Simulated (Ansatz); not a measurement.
# Rb2ScCuF6 (Fm-3m): how G0W0 depends on its starting point

How much of the starting functional survives in the G0W0 gap of Rb2ScCuF6 (Fm-3m)?

Program: Ansatz 0.2.0. Level of theory: G0W0 on several functionals, plane waves, PAW. Results are calculated unless marked as measured.

In doubt: one-shot GW on d or f shells is unsure, so the values of those runs are not to be relied on.

**1. The structure**

Symmetry: Fm-3m, No. 225, cubic system. Conventional cell: a = 8.666 Å, b = 8.666 Å, c = 8.666 Å, α = 90.00°, β = 90.00°, γ = 90.00°. Rb has 12 F at 3.07 Å nearest. Sc has 6 F at 2.04 Å nearest. Nearest to Cu lie 6 F at 2.29 Å. Nearest to F lie 1 Sc at 2.04 Å and 1 Cu at 2.29 Å and 4 Rb at 3.07 Å. Farther neighbours and most contacts between anions are not listed.

The cell and positions are those that the Materials Project relaxed with its own functionals (PBE, PBE+U or r2SCAN), kept fixed.

**2. G0W0 on PBE**

G0W0 replaces the xc potential by the self-energy, built once from these orbitals. Only a window of levels is corrected, while the sums run over the empty bands that the input names. This step takes PAW set soft_1 files.

This step: G0W0 on PBE, plane waves, PAW; PAW set soft_1.

The input, input.yaml:

```yaml
crystal:
  lattice:
    - [0.0, 4.3327955954, 4.3327955954]
    - [4.3327955954, 0.0, 4.3327955954]
    - [4.3327955954, 4.3327955954, 0.0]
  atoms:
    - { symbol: Rb, position: [0.75, 0.75, 0.75] }
    - { symbol: Rb, position: [0.25, 0.25, 0.25] }
    - { symbol: Sc, position: [0.0, 0.0, 0.0] }
    - { symbol: Cu, position: [0.5, 0.5, 0.5] }
    - { symbol: F, position: [0.76413725, 0.23586275, 0.23586275] }
    - { symbol: F, position: [0.23586275, 0.23586275, 0.76413725] }
    - { symbol: F, position: [0.23586275, 0.76413725, 0.76413725] }
    - { symbol: F, position: [0.23586275, 0.76413725, 0.23586275] }
    - { symbol: F, position: [0.76413725, 0.23586275, 0.76413725] }
    - { symbol: F, position: [0.76413725, 0.76413725, 0.23586275] }
kpoints:
  mp_grid: { grid: [4, 4, 4] }
hamiltonian:
  xc: pbe
  pseudopotentials: { kind: paw, azcp: { folder: soft_1 } }
scf:
  occupations: { method: fixed }
gw:
  n_empty_bands: 892
  ecut_chi: 180.0
  qp_bands: [v3, c3]
  qp_kpoints: band_edges
  screening: { model: contour_deformation }
```

Launch:

```sh
$ ansatz run input.yaml --threads 2 --pin off --max-ram 92160MiB --backend cuda --events-out ev --progress --plain --runs-dir out --devices 1 --max-vram 13GiB
```

Numbers of over 12 decimals in the logs are rounded to 6 here.

The program printed:

```text
GPUs: using 1 of 1 available (devices: 1).
Engine: ansatz 0.2.0, x86_64-unknown-linux-gnu
Pseudopotentials: kind: paw
Pseudopotential: Rb, paw, valence charge 9, recommended cutoff 420 eV (normal), soft_1/Rb.paw.azcp
Pseudopotential: Sc, paw, valence charge 11, recommended cutoff 420 eV (normal), soft_1/Sc.paw.azcp
Pseudopotential: Cu, paw, valence charge 19, recommended cutoff 420 eV (normal), soft_1/Cu.paw.azcp
Pseudopotential: F, paw, valence charge 7, recommended cutoff 420 eV (normal), soft_1/F.paw.azcp
Functional definition: PBE
  parameter kappa = 0.804
  parameter beta = 0.066725
  exchange = pbe_x(kappa = kappa, mu = beta*pi^2/3)
  correlation = pbe_c(beta = beta)
device memory: the entry about to start is reckoned to put 2.7 GiB on a device that reports 57.9 GiB free (of which the cap on the GPU budget leaves the run 13.0 GiB)
GPU FFT provider: cuFFT
GPU libraries: cuBLAS 13.8.2, cuFFT 12.4.0, cuSOLVER 12.3.4
Crystal: 10 atoms, lattice volume = 162.680 Å³
Basis set: ecut = 420 eV, 3143 PW (Γ)
Bands: 55, of which v1, the nominal top of the filled ones, is band 45 counted from 1 (44 counted from 0)
Symmetry: 48 space group operations
Space group: Fm-3m (ITA 225), of the structure as read, at distance tolerance 5.5e-5 Å
k-points: 8 of 64
Non-local potential: Rb, projectors of the file, l = 0: 3, l = 1: 2, l = 2: 2
Non-local potential: Sc, projectors of the file, l = 0: 3, l = 1: 2, l = 2: 3, l = 3: 1
Non-local potential: Cu, projectors of the file, l = 0: 3, l = 1: 2, l = 2: 3, l = 3: 1
Non-local potential: F, projectors of the file, l = 0: 2, l = 1: 2, l = 2: 1
PAW form: soft (Blöchl's): semilocal exchange-correlation on the pseudo side does not see the compensation charge
PAW one-centre angular grid: Rb, 110 points (default); XC on 64 Gauss nodes
PAW one-centre angular grid: Sc, 590 points (default); XC on 64 Gauss nodes
PAW one-centre angular grid: Cu, 590 points (default); XC on 64 Gauss nodes
PAW one-centre angular grid: F, 110 points (default); XC on 64 Gauss nodes
Initial density: superposition of atomic densities (chi_scale 0.1, normalization cell, long waves kept (reshape's long-wave potential 0.01 eV rms))
Initial wavefunctions: pseudopotential atomic-orbital guess
GPU buffer pool allocated for 91125 grid points (all kernels)
GPU transforms: local potential and band sums: pruned to the plane-wave sphere, on 45×45×45
Functional: x = pbe(κ = 0.804, μ = 0.219515), c = pbe(β = 0.066725)
SCF iter   1: F=—  HF=-20172.326273 eV  |F-HF|=—  |Δ(HF+E_count)|=         —  Δρ=2.03e-1  dr2=5.31e1  ethr=3.10e-3  ⟨swp⟩=4.4  Hψ=1370  notcnv=0  defer=52
preconditioner: auto → Resta (q_TF=auto, 2.472 Å⁻¹)  ε∞=4.8  [insulator: Δε(μ)=3.012 eV  Ē_g=12.453 eV  n_scr=50 (ndim 8)  ℏωp=24.4 eV  f_vac=0.006  ε∞_Penn≈4.8]
SCF iter   2: F=—  HF=-20160.109158 eV  |F-HF|=—  |Δ(HF+E_count)|=    1.22e1  Δρ=7.31e-2  dr2=5.29e0  ethr=3.10e-3  ⟨swp⟩=4.0  Hψ=1159  notcnv=0  defer=48
SCF iter   3: F=—  HF=-20158.367357 eV  |F-HF|=—  |Δ(HF+E_count)|=    1.74e0  Δρ=2.71e-2  dr2=1.68e0  ethr=3.10e-3  ⟨swp⟩=2.2  Hψ=910  notcnv=0  defer=56
SCF iter   4: F=—  HF=-20158.283122 eV  |F-HF|=—  |Δ(HF+E_count)|=   8.42e-2  Δρ=3.92e-2  dr2=1.30e0  ethr=1.87e-3  ⟨swp⟩=2.2  Hψ=903  notcnv=0  defer=55
SCF iter   5: F=—  HF=-20158.084380 eV  |F-HF|=—  |Δ(HF+E_count)|=   1.99e-1  Δρ=7.71e-3  dr2=1.05e-1  ethr=1.45e-3  ⟨swp⟩=2.0  Hψ=903  notcnv=0  defer=49
SCF iter   6: F=—  HF=-20158.128564 eV  |F-HF|=—  |Δ(HF+E_count)|=   4.42e-2  Δρ=4.71e-3  dr2=3.97e-2  ethr=1.16e-4  ⟨swp⟩=2.9  Hψ=886  notcnv=0  defer=57
SCF iter   7: F=—  HF=-20158.121109 eV  |F-HF|=—  |Δ(HF+E_count)|=   7.46e-3  Δρ=2.60e-3  dr2=8.99e-3  ethr=4.41e-5  ⟨swp⟩=3.0  Hψ=764  notcnv=0  defer=59
SCF iter   8: F=—  HF=-20158.120860 eV  |F-HF|=—  |Δ(HF+E_count)|=   2.49e-4  Δρ=4.46e-4  dr2=3.02e-4  ethr=9.99e-6  ⟨swp⟩=3.0  Hψ=760  notcnv=0  defer=59
SCF iter   9: F=—  HF=-20158.120925 eV  |F-HF|=—  |Δ(HF+E_count)|=   6.52e-5  Δρ=3.33e-4  dr2=1.58e-4  ethr=3.35e-7  ⟨swp⟩=2.0  Hψ=589  notcnv=0  defer=54
SCF iter  10: F=—  HF=-20158.120895 eV  |F-HF|=—  |Δ(HF+E_count)|=   3.03e-5  Δρ=1.34e-5  dr2=4.32e-7  ethr=1.76e-7  ⟨swp⟩=2.0  Hψ=600  notcnv=0  defer=55
SCF iter  11: F=-20158.120895 eV  HF=-20158.120895 eV  |F-HF|=8.07e-9  |Δ(HF+E_count)|=   1.32e-7  Δρ=3.90e-6  dr2=2.92e-8  ethr=1.11e-10  ⟨swp⟩=10.5  Hψ=1740  notcnv=0
SCF 1 converged in 11 iterations: F = -20158.120895 eV  dr2 = 2.92e-8
  greatest PAW one-centre occupation: 1.000 electrons in one spin orbital (limit 2), on the Cu atom at site 3 (counted from 0), in its partial waves of l = 0
device memory: the entry about to start is reckoned to put 3.3 GiB on a device that reports 55.6 GiB free (of which the cap on the GPU budget leaves the run 13.0 GiB)
NSCF: frozen V_eff on 8 k-points
the band table was solved once the SCF had ended and its energy, with any forces and stress, was formed, with the checks that follow a solve (1692 applications of the Hamiltonian). They found nothing against the state; the energy, forces and stress were not computed again (output.eigenvalues in the input reference)
device memory: the entry about to start is reckoned to put 4.6 GiB on a device that reports 55.6 GiB free (of which the cap on the GPU budget leaves the run 13.0 GiB)
NSCF: frozen V_eff on 8 k-points
G₀W₀ screening: q 1/8
[... further progress lines ...]
device memory: the entry about to start is reckoned to put 1.1 GiB on a device that reports 53.6 GiB free (of which the cap on the GPU budget leaves the run 13.0 GiB)
NSCF: frozen V_eff on 1 k-points
SCF converged after 11 iterations
Free energy (F): -20158.120895 eV
Harris-Foulkes:  -20158.120895 eV  (|F-HF|=8.07e-9)
Internal energy: -20158.120895 eV  (E = F + TS)
E sigma→0 (E₀):  -20158.120895 eV
Fermi energy:    6.977632 eV
--- Per-component energies (eV) ---
  E_band       = -1012.092003
  E_kinetic    = 2012.896617
  E_local      = -12180.552510  (includes V_loc(G=0)·N_el)
  E_nonlocal   = 1955.143848
  E_hartree    = 4852.685430
  E_xc         = -864.492563
  E_vxc        = -1044.523236  (∫ρ·V_xc dr)
  E_paw        = -9295.807104  (= ΣΔE_a)
  E_vpaw       = -1460.447965  (= ΣTr[D̂ρ^β])
  E_aug_tail   = 0.005352  (compensation charges beyond the density's cutoff)
  E_ewald      = -6637.999965
  E_smearing   = -0.000000  (= −TS)
  E_closure    = -0.000000  (closes the sum)
  Σ components = -20158.120895   (vs F -20158.120895, Δ=0.00e0)
--- Band table (eV; the first three rows and the last of 8) ---
  k-point 0: bands = [... 41 lower, 6.4615, 6.4615, 6.8500, 6.8500, 8.4474, 9.2664, 9.2664, 9.2664, ... 6 higher]
  k-point 1: bands = [... 41 lower, 6.4882, 6.4882, 6.9132, 6.9132, 9.0310, 9.2627, 9.2722, 9.2722, ... 6 higher]
  k-point 2: bands = [... 41 lower, 6.5135, 6.5135, 6.9776, 6.9776, 9.2720, 9.2749, 9.2749, 9.7930, ... 6 higher]
  k-point 7: bands = [... 41 lower, 6.5080, 6.5294, 6.8764, 6.9304, 9.3087, 9.3087, 9.3416, 9.3801, ... 6 higher]
--- G₀W₀: contour deformation, 7 samples at zero and on the imaginary axis and 1 off it, 64 q-points, 892 empty bands' worth ---
  eigenvalues of the whole cell's RPA ε∞ on this k-mesh (on a slab, of 1 + 4πα/V) = 2.5581, 2.5581, 2.5581; static W/v taken at q = 0 is 0.390913
  bands read: the sum over 937 bands ends inside a degenerate multiplet in 3 slots, whose members it reads at an even weight; the widest, k=0: bands 936 to 938 (counted from 1) at 2/3 each
  gw.qp_kpoints: band_edges: 8 of 8 stored k-points solved, in 1 pass; an edge of the gap read off the rows below is read off those points alone
  `?` marks the rows in doubt; gw_qp.tsv's column doubts and the gw_qp event give each row's grounds
    ik  band        ε_KS         Σx   Σc(E_QP)       V_xc       Z   E_QP_lin       E_QP  E_QP is
     0    43      6.4615   -44.6038     8.2568   -35.0714  0.6491     5.0367     5.1858  root ?
     0    44      6.8500   -46.0602     8.5766   -36.2518  0.6485     5.4546     5.6182  root ?
     0    45      6.8500   -46.0602     8.5766   -36.2518  0.6485     5.4546     5.6182  root ?
     0    46      8.4474    -7.3306    -3.7224   -12.0196  0.8335     9.4289     9.4139  root
     0    47      9.2664   -12.1082    -6.3833   -20.3580  0.7314    11.3661    11.1328  root ?
     0    48      9.2664   -12.1082    -6.3833   -20.3580  0.7314    11.3661    11.1328  root ?
     1    43      6.4882   -44.9301     8.3290   -35.3144  0.6499     5.0521     5.2015  root ?
     1    44      6.9132   -46.3729     8.6281   -36.4845  0.6521     5.4948     5.6528  root ?
     1    45      6.9132   -46.3729     8.6281   -36.4845  0.6521     5.4948     5.6528  root ?
     1    46      9.0310    -8.2638    -3.7583   -13.0615  0.8221    10.0927    10.0703  root
     1    47      9.2627   -11.7772    -6.4616   -20.1128  0.7321    11.3729    11.1367  root ?
     1    48      9.2722   -11.8750    -6.4604   -20.2098  0.7314    11.3858    11.1466  root ?
     2    43      6.5135   -45.2427     8.3992   -35.5463  0.6506     5.0667     5.2164  root ?
     2    44      6.9776   -46.7253     8.6948   -36.7413  0.6555     5.5345     5.6885  root ?
     2    45      6.9776   -46.7253     8.6948   -36.7413  0.6555     5.5345     5.6885  root ?
     2    46      9.2720   -11.5224    -6.5836   -19.9882  0.7313    11.3988    11.1543  root ?
     2    47      9.2749   -11.6216    -6.5329   -20.0364  0.7316    11.4009    11.1569  root ?
     2    48      9.2749   -11.6216    -6.5329   -20.0364  0.7316    11.4009    11.1569  root ?
     3    43      6.5038   -45.0992     8.3637   -35.4431  0.6505     5.0621     5.2113  root ?
     3    44      6.8528   -46.1103     8.5876   -36.2894  0.6485     5.4558     5.6195  root ?
     3    45      6.9367   -46.4586     8.6591   -36.5248  0.6535     5.5036     5.6619  root ?
     3    46      9.0844    -8.7525    -3.9075   -13.7886  0.8153    10.2418    10.2129  root
     3    47      9.2837   -11.8232    -6.4997   -20.2009  0.7308    11.4064    11.1617  root ?
     3    48      9.2837   -11.8232    -6.4997   -20.2009  0.7308    11.4064    11.1617  root ?
     4    43      6.5217   -45.2823     8.3984   -35.5857  0.6511     5.0748     5.2235  root ?
     4    44      6.9150   -46.4083     8.6358   -36.5113  0.6521     5.4956     5.6537  root ?
     4    45      6.9293   -46.5714     8.7118   -36.5820  0.6525     5.4896     5.6517  root ?
[...]
6    46      9.1652    -9.4055    -4.7412   -15.6167  0.7968    10.7043    10.6352  root
     6    47      9.3015   -12.0728    -6.5080   -20.4533  0.7285    11.4221    11.1740  root ?
     6    48      9.3418   -11.9897    -6.5993   -20.4700  0.7267    11.4884    11.2228  root ?
     7    43      6.5294   -45.3159     8.3975   -35.6193  0.6516     5.0823     5.2302  root ?
     7    44      6.8764   -46.3816     8.7033   -36.4208  0.6492     5.4495     5.6190  root ?
     7    45      6.9304   -46.3839     8.6137   -36.5055  0.6533     5.5104     5.6656  root ?
     7    46      9.3087   -11.8560    -6.5818   -20.3188  0.7285    11.4449    11.1897  root ?
     7    47      9.3087   -11.8560    -6.5818   -20.3188  0.7285    11.4449    11.1897  root ?
     7    48      9.3416   -11.9886    -6.5987   -20.4684  0.7267    11.4881    11.2226  root ?
```

The job ended after 41 s (1 × NVIDIA H100 80GB HBM3 (shared by 6 runs) with 2 threads of AMD EPYC 7R13 (Zen 3), shared host; peak memory 2.7 GiB).

The column dr2 measures how far the density is from self-consistency, as an energy; F and HF (Harris–Foulkes) agree once it is small.

This step gave:

```
bands summed                                 : 937
RPA ε∞ on this mesh (eigenvalues)            : 2.558, 2.558, 2.558
plane waves in the screening matrix          : 893
q-points in the mesh                         : 64
G0W0 gap on the mesh                         : 3.725 eV
k of the valence top                         : 0, 0, -0.5
k of the conduction bottom                   : 0, 0, 0
starting gap on the mesh                     : 1.470 eV
Z at the valence top                         : 0.6555
Z at the conduction bottom                   : 0.8335
least direct G0W0 gap on the computed points : 3.796 eV
```

The gap on the mesh goes from 1.47 eV to 3.73 eV, a correction of +2.26 eV. The program marks an edge row as in doubt. Between the two edge states, bare exchange in place of the xc potential would open the gap by 14.67 eV, and correlation takes back 12.42 eV.

[end of part 1 of 2]

[Paths, hosts, dates, memory and timing lines, banners, echoed tables and standing remarks are left out of the program output.]

[Logs are printed without paths, hosts, clocks, repeated set-up lines and the standing remarks that a program may print on its own settings, such as how far it seeks lower states.]

[Runs of the session that timed out or met a known fault of the program may be left out.]

[Cells called generated may have been cut or substituted from an entry of the Crystallography Open Database or the Materials Project.]

[Hosts, paths, dates, database ids (printed as entryN), source tags and the programs' standing remarks are cut or masked in the printed files.]
